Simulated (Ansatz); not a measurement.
# InH (model cell, started as rocksalt type): following an unstable mode

Aim: this structure of InH (model cell, started as rocksalt type) is to be tested for unstable modes, and one is followed downhill.

Method: DFT PBE, scalar-relativistic, plane waves, PAW, in Ansatz 0.2.0.

The structure was built from a prototype and need not be the compound's stable phase.

## Step 1: The structure

It takes space group Fm-3m (No. 225, cubic). Conventional cell: a = 5.027 Å, b = 5.027 Å, c = 5.027 Å, α = 90.00°, β = 90.00°, γ = 90.00°. In has 6 H at 2.51 Å nearest. H has 6 In at 2.51 Å nearest. Farther neighbours are not listed.

Coordinates:

```cif
data_structure
_symmetry_space_group_name_H-M 'Fm-3m'
_symmetry_Int_Tables_number 225
_cell_length_a 5.0271
_cell_length_b 5.0271
_cell_length_c 5.0271
_cell_angle_alpha 90.000
_cell_angle_beta 90.000
_cell_angle_gamma 90.000
_cell_volume 127.05
loop_
_atom_site_label
_atom_site_type_symbol
_atom_site_symmetry_multiplicity
_atom_site_Wyckoff_symbol
_atom_site_fract_x
_atom_site_fract_y
_atom_site_fract_z
_atom_site_occupancy
In1 In 4 a 0.00000 0.00000 0.00000 1
H1 H 4 b 0.50000 0.00000 0.00000 1
```

## Step 2: Response at finite wavevector

The cell comes from relaxations at this level that are not shown. Stability and thermal properties need the whole zone. Linear response on a 4×4×4 q mesh gives force constants as far as a supercell of that size would.

input.yaml reads:

```yaml
crystal:
  lattice:
    - [0.0, 2.5135637442, 2.5135637442]
    - [2.5135637442, 0.0, 2.5135637442]
    - [2.5135637442, 2.5135637442, 0.0]
  atoms:
    - { symbol: In, position: [0.0, 0.0, 0.0] }
    - { symbol: H, position: [0.5, 0.5, 0.5] }
kpoints:
  mp_grid: { grid: [16, 16, 16] }
hamiltonian:
  xc: pbe
scf:
  occupations: { method: methfessel_paxton, width: 0.2 }
output:
  eigenvalues: true
phonons:
  method: dfpt
  qmesh: [4, 4, 4]
  temperatures: { t_max: 1000, t_step: 50 }
  qpath:
    path:
      - [[0.0, 0.0, 0.0], [0.5, 0.0, 0.5], [0.625, 0.25, 0.625]]
      - [[0.375, 0.375, 0.75], [0.0, 0.0, 0.0], [0.5, 0.5, 0.5], [0.5, 0.25, 0.75], [0.5, 0.0, 0.5]]
    npoints: 10
```

The run is started by

```
$ ansatz run input.yaml --threads 4 --pin off --max-ram 7168MiB --backend cpu --events-out ev --progress --plain --runs-dir out
```

Numbers of over 12 decimals in the logs are rounded to 6 here.

Log:

```text
Engine: ansatz 0.2.0, aarch64-unknown-linux-gnu
Pseudopotentials: kind: paw
Pseudopotential: In, paw, valence charge 13, recommended cutoff 420 eV (normal), In.paw.azcp
Pseudopotential: H, paw, valence charge 1, recommended cutoff 420 eV (normal), H.paw.azcp
Functional definition: PBE
  parameter kappa = 0.804
  parameter beta = 0.066725
  exchange = pbe_x(kappa = kappa, mu = beta*pi^2/3)
  correlation = pbe_c(beta = beta)
Crystal: 2 atoms, lattice volume = 31.761 Å³
Basis set: ecut = 420 eV, 609 PW (Γ), exchange–correlation on 48×48×48 points (8 copies of the dense FFT grid, shifted against one another)
Bands: 11, of which v1, the nominal top of the filled ones, is band 7 counted from 1 (6 counted from 0)
Symmetry: 48 space group operations
k-points: 145 of 4096
Non-local potential: In, projectors of the file, l = 0: 2, l = 1: 2, l = 2: 2, l = 3: 2
Non-local potential: H, projectors of the file, l = 0: 2, l = 1: 1
PAW form: soft (Blöchl's): semilocal exchange-correlation on the pseudo side does not see the compensation charge
PAW one-centre angular grid: In, 590 points (default); XC on 64 Gauss nodes
PAW one-centre angular grid: H, 110 points (default); XC on 64 Gauss nodes
Initial density: superposition of atomic densities (neutral atoms: chi_scale 0, normalization atom), corrected by the library's trained network
Initial wavefunctions: pseudopotential atomic-orbital guess
Functional: x = pbe(κ = 0.804, μ = 0.219515), c = pbe(β = 0.066725)
SCF iter   1: F=—  HF=-5612.741577 eV  |F-HF|=—  |Δ(HF+E_count)|=         —  Δρ=4.22e-3  dr2=6.12e-3  ethr=1.77e-3  ⟨swp⟩=4.8  Hψ=8473  notcnv=0
preconditioner: auto → none  [metal: Δε(μ)=0.133 eV  Ē_g=17.224 eV  σ=0.200 eV  W_gap=0.50  n_scr=8 (ndim 8)  ℏωp=24.7 eV  f_vac=0.000  D(μ)=0.58/eV (n_scr^D=0)  sad-step TF]
SCF iter   2: F=—  HF=-5612.739640 eV  |F-HF|=—  |Δ(HF+E_count)|=   1.94e-3  S|Δr|=    0.00e0  Δρ=2.07e-3  dr2=1.71e-3  ethr=4.37e-5  ⟨swp⟩=1.3  Hψ=2801  notcnv=0
SCF iter   3: F=—  HF=-5612.739222 eV  |F-HF|=—  |Δ(HF+E_count)|=   4.19e-4  S|Δr|=    0.00e0  Δρ=4.83e-4  dr2=4.20e-5  ethr=1.22e-5  ⟨swp⟩=1.9  Hψ=1738  notcnv=0
SCF iter   4: F=—  HF=-5612.739213 eV  |F-HF|=—  |Δ(HF+E_count)|=   8.41e-6  S|Δr|=    0.00e0  Δρ=1.29e-4  dr2=4.20e-6  ethr=3.00e-7  ⟨swp⟩=2.0  Hψ=2581  notcnv=0
SCF iter   5: F=—  HF=-5612.739211 eV  |F-HF|=—  |Δ(HF+E_count)|=   1.94e-6  S|Δr|=    0.00e0  Δρ=5.92e-5  dr2=6.48e-7  ethr=3.00e-8  ⟨swp⟩=2.0  Hψ=2400  notcnv=0
SCF iter   6: F=—  HF=-5612.739212 eV  |F-HF|=—  |Δ(HF+E_count)|=   1.15e-6  S|Δr|=    0.00e0  Δρ=2.36e-5  dr2=8.85e-8  ethr=4.63e-9  ⟨swp⟩=2.0  Hψ=2589  notcnv=0
SCF iter   7: F=—  HF=-5612.739212 eV  |F-HF|=—  |Δ(HF+E_count)|=   3.51e-8  S|Δr|=    0.00e0  Δρ=2.19e-6  dr2=6.76e-10  ethr=6.32e-10  ⟨swp⟩=2.0  Hψ=2313  notcnv=0
SCF iter   8: F=-5612.739212 eV  HF=-5612.739212 eV  |F-HF|=1.09e-11  |Δ(HF+E_count)|=  3.22e-10  S|Δr|=    0.00e0  Δρ=1.82e-7  dr2=7.46e-12  ethr=1.00e-12  ⟨swp⟩=5.1  Hψ=7579  notcnv=0
SCF 1 converged in 8 iterations: F = -5612.739212 eV  dr2 = 7.46e-12
  greatest PAW one-centre occupation: 0.983 electrons in one spin orbital (limit 2), on the In atom at site 0 (counted from 0), in its partial waves of l = 2
Initial density: read from a saved state, or passed on in memory by an earlier SCF of this step, an earlier step, the calling program or the single point that the run made first
iter 1 solved again at ethr=5.34e-8 eV; its pass at ethr=3.10e-3 eV (dr2=7.47e-6 eV) is discarded
SCF iter   1: F=—  HF=-5612.739211 eV  |F-HF|=—  |Δ(HF+E_count)|=         —  Δρ=6.51e-7  dr2=8.21e-11  ethr=5.34e-8  ⟨swp⟩=3.4  Hψ=13449  notcnv=0
eigensolver tolerance schedule: the retry pair's looser diagonalisation over-reported the residual by 90998.37 of it (diagonalisation noise at an unbounded share of the residual, at the tolerance the schedule requests for it); recorded, not acted on — ethr = c·dr2/N_el stays at c = 1.0e-1
preconditioner: auto → none  [metal: Δε(μ)=0.129 eV  Ē_g=17.220 eV  σ=0.200 eV  W_gap=0.45  n_scr=8 (ndim 8)  ℏωp=24.7 eV  f_vac=0.000  D(μ)=0.55/eV (n_scr^D=0)]
SCF iter   2: F=—  HF=-5612.739212 eV  |F-HF|=—  |Δ(HF+E_count)|=   1.63e-6  S|Δr|=    0.00e0  Δρ=4.58e-7  dr2=4.66e-11  ethr=1.00e-12  ⟨swp⟩=2.9  Hψ=3274  notcnv=0
SCF iter   3: F=-5612.739212 eV  HF=-5612.739212 eV  |F-HF|=4.55e-12  |Δ(HF+E_count)|=  2.27e-11  S|Δr|=    0.00e0  Δρ=1.94e-7  dr2=7.49e-12  ethr=1.00e-12  ⟨swp⟩=2.6  Hψ=5979  notcnv=0
SCF 2 converged in 3 iterations: F = -5612.739212 eV  dr2 = 7.49e-12
phonons: the bands overlap, so this run is a metal and interpolates without the dipole-dipole term. If the crystal is really an insulator or semiconductor, its LO-TO splitting is missing
NSCF: frozen V_eff on 145 k-points
NSCF: frozen V_eff on 349 k-points
DFPT response loops at q = (0, 0, 0) (fractional): preconditioner auto → Kerker (q_TF=auto, 2.380 Å⁻¹) (partly filled bands, converged f_vac=0.000); β = 1.00, the filter's whole step (`scf.mixing.beta` (0.50) is not read by the response loops under this deck's `scf.mixing.preconditioner`; to damp them name `kerker` or `kerker_dos`, under which they read `scf.mixing.beta`, and type it under 1.00, their step now; both keys bind the ground state too); Broyden in place of MSR1
NSCF: frozen V_eff on 4352 k-points
DFPT response loops at q = (0, 0, 0.25) (fractional): mixed as the last ones told, above
NSCF: frozen V_eff on 2196 k-points
DFPT response loops at q = (0, 0, -0.5) (fractional): mixed as the last ones told, above
NSCF: frozen V_eff on 2320 k-points
DFPT response loops at q = (0, 0.25, 0.25) (fractional): mixed as the last ones told, above
NSCF: frozen V_eff on 8192 k-points
DFPT response loops at q = (0, 0.25, -0.5) (fractional): mixed as the last ones told, above
NSCF: frozen V_eff on 4352 k-points
DFPT response loops at q = (0, 0.25, -0.25) (fractional): mixed as the last ones told, above
NSCF: frozen V_eff on 1242 k-points
DFPT response loops at q = (0, -0.5, -0.5) (fractional): mixed as the last ones told, above
NSCF: frozen V_eff on 2320 k-points
DFPT response loops at q = (0.25, -0.5, -0.25) (fractional): mixed as the last ones told, above
SCF converged after 8 iterations
Stability not checked: this state was not tested for a lower state beside it, because cold or Methfessel-Paxton smearing, or corrected tetrahedra, fill the levels in a way that the test cannot read (fill_not_monotonic; see scf.lower_state_search)
Free energy (F): -5612.739212 eV
Harris-Foulkes:  -5612.739212 eV  (|F-HF|=1.09e-11)
Internal energy: -5612.739613 eV  (E = F + TS)
E sigma→0 (E₀):  -5612.739313 eV
Entropy (-TS):   0.000400 eV (0.200 meV/atom)
Fermi energy:    8.425750 eV
--- Per-component energies (eV) ---
  E_band       = -42.429776
  E_kinetic    = 252.661976
  E_local      = -1145.950645  (includes V_loc(G=0)·N_el)
  E_nonlocal   = 367.495247
  E_hartree    = 446.169045
  E_xc         = -224.433510
  E_vxc        = -110.792293  (∫ρ·V_xc dr)
  E_paw        = -4151.812154  (= ΣΔE_a)
  E_vpaw       = -298.181295  (= ΣTr[D̂ρ^β])
  E_aug_tail   = -0.000963  (compensation charges beyond the density's cutoff)
  E_ewald      = -1156.868610
  E_smearing   = 0.000400  (= −TS)
  E_closure    = 0.000000  (closes the sum)
  Σ components = -5612.739212   (vs F -5612.739212, Δ=0.00e0)
--- Band table (eV; the first three rows and the last of 145) ---
  k-point 0: bands = [... 3 lower, -5.9665, -5.9665, -1.3095, 11.9199, 16.5562, 16.5562, 16.5562, 19.3733]
  k-point 1: bands = [... 3 lower, -5.9672, -5.9672, -1.2374, 11.6814, 16.1758, 16.4676, 16.4676, 19.0113]
  k-point 2: bands = [... 3 lower, -5.9673, -5.9673, -1.0206, 10.9872, 15.3284, 16.2498, 16.2498, 19.0343]
  k-point 144: bands = [... 3 lower, -5.9386, -5.8521, 4.9695, 6.0450, 8.0498, 8.0498, 15.9025, 20.8218]
--- Phonons (Γ-DFPT): 2 representative perturbations + reference (Σ response iterations 6) ---
  ASR residual: 4.168e-5 → 0.000e0 eV/Å²; symmetrization residual: 4.487e-7 eV/Å²
  ASR residual per site (eV/Å²): 4.17e-5 1.01e-5
  Γ frequencies (cm⁻¹): -298.63 -298.63 -298.63 0.00 0.00 0.00
--- Phonons (arbitrary-q DFPT): 8 irreducible q on the 4×4×4 mesh ---
  q = [0.0000, 0.0000, 0.0000] (star 1, of the zone-centre solve; hermiticity 2.74e-6, symmetrization 5.73e-11): -298.63 -298.63 -298.63 -0.00 -0.00 0.00
  q = [0.0000, 0.0000, 0.2500] (star 8, 2 solved perturbations on 2176 of 4096 k-point pairs; hermiticity 8.82e-7, symmetrization 6.50e-8): -459.86 -290.22 -290.22 19.04 19.04 67.53
  q = [0.0000, 0.0000, -0.5000] (star 4, 2 solved perturbations on 1098 of 4096 k-point pairs; hermiticity 6.26e-9, symmetrization 4.05e-9): -903.94 -232.64 -232.64 -20.28 -20.28 105.74
  q = [0.0000, 0.2500, 0.2500] (star 6, 4 solved perturbations in 3616 linear systems a pass and spin channel, the states on 1160 of 4096 k-point pairs; hermiticity 4.19e-7, symmetrization 2.87e-8): -502.49 -502.49 -324.78 36.38 36.38 75.15
  q = [0.0000, 0.2500, -0.5000] (star 24, 4 solved perturbations in 12544 linear systems a pass and spin channel, the states on 4096 of 4096 k-point pairs; hermiticity 3.06e-7, symmetrization 4.94e-8): -704.43 -430.63 -316.38 38.67 57.51 90.12
  q = [0.0000, 0.2500, -0.2500] (star 12, 4 solved perturbations in 6672 linear systems a pass and spin channel, the states on 2176 of 4096 k-point pairs; hermiticity 2.24e-7, symmetrization 4.79e-8): -550.07 -538.44 -253.20 29.80 59.81 87.60
  q = [0.0000, -0.5000, -0.5000] (star 3, 4 solved perturbations in 1940 linear systems a pass and spin channel, the states on 621 of 4096 k-point pairs; hermiticity 1.56e-7, symmetrization 1.60e-8): -928.84 -536.73 -536.73 58.72 58.72 90.12
  q = [0.2500, -0.5000, -0.2500] (star 6, 4 solved perturbations in 3498 linear systems a pass and spin channel, the states on 1160 of 4096 k-point pairs; hermiticity 1.12e-7, symmetrization 1.52e-8): -700.30 -700.30 -507.86 55.38 79.08 79.08
  sum rule: each row above includes the acoustic sum rule's correction from the zone centre's row sums; it moved no ω² by more than (1.65 cm⁻¹)²
  mesh force constants: q→R imaginary residual 1.05e-18; ASR residual 4.168e-5 → 0.000e0 eV/Å²; symmetrization residual 8.882e-16 eV/Å²
  interpolated dispersion: 62 rows × 6 modes
  density of states and harmonic sums: on the 24×24×24 q-mesh, interpolated from the force constants of a 4×4×4 supercell (no non-analytic term)
  largest difference from the sums on the solved wave vectors: F 4.05e-2 eV, S 5.14e-5 and C_V 1.09e-5 eV/K
  zero-point energy: 0.010478 eV/cell   skipped modes (ω ≤ 0): 1275, of them read as no rigid motion or as one in doubt: 1272 (3.046e0 modes/cell left out, lowest -928.84 cm⁻¹)   left out of the sums: 5.08e-1 of the cell's modes: C_V's classical limit lies that fraction below 3 k_B per atom; for a crystal, a wire or a layer, F and S can be off by more, and a phonons.interpolated_qmesh denser along its periods is the remedy for the sampling
```

It took 3.2 min on 4 threads of Arm Neoverse V2, shared host; peak memory 3.4 GiB.

Reading the cycles: dr2 is the Hartree energy of the density residual (eV), the measure of convergence; HF is the Harris–Foulkes estimate of the energy, which meets the free energy F at convergence.

This step gave:

```yaml
volume_per_atom: 15.88 Å³
gap_on_the_k_mesh: 0 eV
sum_rule_residual_before_enforcement: 4.17e-5 eV/Å²
lowest_frequency_on_the_path: -928.8 cm⁻¹
point_group: m-3m
highest_frequency_on_the_path_or_at_a_solved_wavevector: 105.7 cm⁻¹
highest_optical_mode_at_the_zone_centre_no_lo_to_term: -298.6 cm⁻¹
lowest_optical_zone_centre_mode: -298.6 cm⁻¹
lowest_mode_on_the_q_mesh_acoustic_modes_at_gamma_apart: -928.8 cm⁻¹
```

Frequencies (cm⁻¹) solved at each irreducible wavevector; negative means imaginary. Frequencies by wavevector, by row:

```
q in reciprocal lattice units  star  mode 1  mode 2  mode 3  mode 4  mode 5  mode 6
                        0 0 0     1  -298.6  -298.6  -298.6       0       0       0
                     0 0 0.25     8  -459.9  -290.2  -290.2      19      19    67.5
                     0 0 -0.5     4  -903.9  -232.6  -232.6   -20.3   -20.3   105.7
                  0 0.25 0.25     6  -502.5  -502.5  -324.8    36.4    36.4    75.2
                  0 0.25 -0.5    24  -704.4  -430.6  -316.4    38.7    57.5    90.1
                 0 0.25 -0.25    12  -550.1  -538.4  -253.2    29.8    59.8    87.6
                  0 -0.5 -0.5     3  -928.8  -536.7  -536.7    58.7    58.7    90.1
              0.25 -0.5 -0.25     6  -700.3  -700.3  -507.9    55.4    79.1    79.1
```

Interpolated from a 4×4×4 q mesh. The phonon branches at the labelled points (cm⁻¹):

```
    point  branch 1  branch 2  branch 3  branch 4  branch 5  branch 6
        Γ      -299      -299      -299         0         0         0
  halfway      -502      -502      -325        36        36        75
        X      -929      -537      -537        59        59        90
  halfway      -880      -545      -497        56        63        90
        U      -761      -570      -396        47        73        86
jump to K      -761      -570      -396        47        73        86
  halfway      -498      -408      -273        26        42        79
        Γ      -299      -299      -299         0         0         0
  halfway      -460      -290      -290        19        19        68
        L      -904      -233      -233       -20       -20       106
  halfway      -750      -388      -263        30        57        93
        W      -700      -700      -508        55        79        79
  halfway      -846      -558      -504        57        64        89
        X      -929      -537      -537        59        59        90
```

The phonon branches as a text plot (rows in cm⁻¹):

```
     84 |   **********************          *********************
     41 | ** ************************    *** **     *************
     -2 |****                     ***********  ******
    -45 |
    -88 |
   -131 |   *
   -174 |    **
   -218 |  *                                   *******
   -261 | *                 ***** ***        **     * *
   -304 |**    *                 ************        *
   -347 |  *               *        *      *           *
   -390 |                 *     *                     * *
   -433 |   *            *        **
   -476 |    ** **     **      * *          *          * *
   -519 |      ** *****        **                         *******
   -562 |              **** ***              *          *    **
   -606 |                  **                               *
   -649 |        *                                         *
   -692 |                  *                  *         ***
   -735 |                                             **   *
   -778 |         **     **                          *      *
   -821 |               *                      *    *        *
   -864 |              *                        *  *          *
   -907 |           ***                          **            **
         Γ           X  U|K            Γ         L        W     X
```

Symmetry leaves 8 wavevectors to solve. The lowest mode among them, the acoustic zeros apart, lies at q = (0, -0.5, -0.5) and is imaginary, 928.8i cm⁻¹, so the energy falls along it.

## Step 3: The mode frozen in, largest atomic shift 0 Å

The mode followed lies at q = (0, -0.5, -0.5) with frequency 928.8i cm⁻¹, the softest among the wavevectors solved. At small amplitude the distorted cell has space group no. 129 by a symmetry search on the positions. The undistorted cell that holds it gives the zero of energy on the same k mesh.

System of this step: InH (model cell, started as rocksalt type). Symmetry: Fm-3m, No. 225, cubic system. Conventional cell: a = 5.027 Å, b = 5.027 Å, c = 5.027 Å, α = 90.00°, β = 90.00°, γ = 90.00°. Nearest to In lie 6 H at 2.51 Å. Nearest to H lie 6 In at 2.51 Å. Farther neighbours are not listed.

input.yaml reads:

```yaml
crystal:
  lattice:
    - [0.0, -2.5135637442, -2.5135637442]
    - [0.0, 2.5135637442, -2.5135637442]
    - [5.0271274884, 0.0, 0.0]
  atoms:
    - { symbol: In, position: [0.5, 0.5, 0.5] }
    - { symbol: In, position: [0.0, 0.0, 0.0] }
    - { symbol: H, position: [0.5, 0.5, 0.0] }
    - { symbol: H, position: [0.0, 0.0, 0.5] }
kpoints:
  mp_grid: { grid: [12, 12, 8] }
hamiltonian:
  xc: pbe
scf:
  occupations: { method: methfessel_paxton, width: 0.2 }
output:
  forces: true
  stress: true
  eigenvalues: true
```

Log:

```text
[...]
Crystal: 4 atoms, lattice volume = 63.523 Å³
Basis set: ecut = 420 eV, 1245 PW (Γ), exchange–correlation on 48×48×72 points (8 copies of the dense FFT grid, shifted against one another)
Bands: 18, of which v1, the nominal top of the filled ones, is band 14 counted from 1 (13 counted from 0)
Symmetry: 32 space group operations
[...]
k-points: 140 of 1152
[...]
k-point 0: bands = [... 10 lower, -1.3141, 4.0994, 6.3140, 8.8942, 11.4107, 11.4107, 11.9009, 15.1037, ... 4 higher]
  k-point 1: bands = [... 10 lower, -1.2178, 3.3591, 7.1827, 9.0138, 11.5251, 11.5251, 11.6123, 15.1744, ... 4 higher]
  k-point 2: bands = [... 10 lower, -0.9270, 2.2012, 8.4714, 9.6252, 10.9760, 11.8644, 11.8644, 15.0978, ... 4 higher]
  k-point 139: bands = [... 10 lower, 4.9536, 4.9536, 6.0463, 6.0463, 8.0488, 8.0488, 8.0488, 8.0488, ... 4 higher]
[key lines of the parts left out:]
SCF converged after 6 iterations
Free energy (F): -11225.476296 eV
Fermi energy:    8.407841 eV
P = ⅓ Tr σ = -0.1023 GPa (-1.023 kbar)
```

It took 2.1 s on 4 threads; peak memory 0.44 GiB.

This step gave:

- pressure: -0.1023 GPa
- energy from the undistorted cell: 0 meV/atom

The run ends at a pressure of -0.10 GPa.

## Step 4: The mode frozen in, largest atomic shift 0.6 Å

The atoms are moved along the unstable eigenvector, the largest shift by 0.6 Å, with the cell fixed.

input.yaml, the sections that differ from step 3:

```yaml
crystal:
  lattice:
    - [0.0, -2.5135637442, -2.5135637442]
    - [0.0, 2.5135637442, -2.5135637442]
    - [5.0271274884, 0.0, 0.0]
  atoms:
    - { symbol: In, position: [0.5, 0.5, 0.5000187226] }
    - { symbol: In, position: [0.0, 0.0, -1.87226e-05] }
    - { symbol: H, position: [0.5, 0.5, 0.1193524535] }
    - { symbol: H, position: [0.0, 0.0, 0.3806475465] }
# kpoints, hamiltonian, scf, output: as in step 3
```

Log:

```text
[...]
Crystal: 4 atoms, lattice volume = 63.523 Å³
Basis set: ecut = 420 eV, 1245 PW (Γ), exchange–correlation on 48×48×72 points (8 copies of the dense FFT grid, shifted against one another)
Bands: 18, of which v1, the nominal top of the filled ones, is band 14 counted from 1 (13 counted from 0)
Symmetry: 16 space group operations
[...]
k-points: 140 of 1152
[...]
k-point 0: bands = [... 10 lower, -1.5485, 4.9962, 5.3381, 7.5077, 11.3795, 11.3795, 14.6846, 15.0612, ... 4 higher]
  k-point 1: bands = [... 10 lower, -1.4710, 3.7394, 6.6490, 7.6374, 11.4929, 11.4929, 14.2007, 15.1310, ... 4 higher]
  k-point 2: bands = [... 10 lower, -1.2486, 2.5301, 7.2718, 8.7566, 11.8275, 11.8275, 13.5487, 15.2059, ... 4 higher]
  k-point 139: bands = [... 10 lower, 3.8773, 3.8773, 6.9486, 6.9486, 7.8230, 7.8230, 8.2904, 8.2904, ... 4 higher]
[key lines of the parts left out:]
SCF converged after 7 iterations
Free energy (F): -11225.825764 eV
Fermi energy:    8.298006 eV
P = ⅓ Tr σ = 1.7735 GPa (17.735 kbar)
```

Elapsed: 2.3 s, on 4 threads; peak memory 0.44 GiB; 8.5 s of CPU time.

Numbers from this step:

```
pressure                         : 1.774 GPa
energy from the undistorted cell : -87.18 meV/atom
```

The energy, extrapolated to zero smearing, is -87.18 meV/atom against the undistorted cell.

The run ends at a pressure of 1.77 GPa, with forces up to 0.80 eV/Å.

(Part 1 of 2 ends here.)

[Logs are printed without paths, hosts, clocks, repeated set-up lines and the standing remarks that a program may print on its own settings, such as how far it seeks lower states.]

[Hosts, paths, dates, database ids (printed as entryN), source tags and the programs' standing remarks are cut or masked in the printed files.]
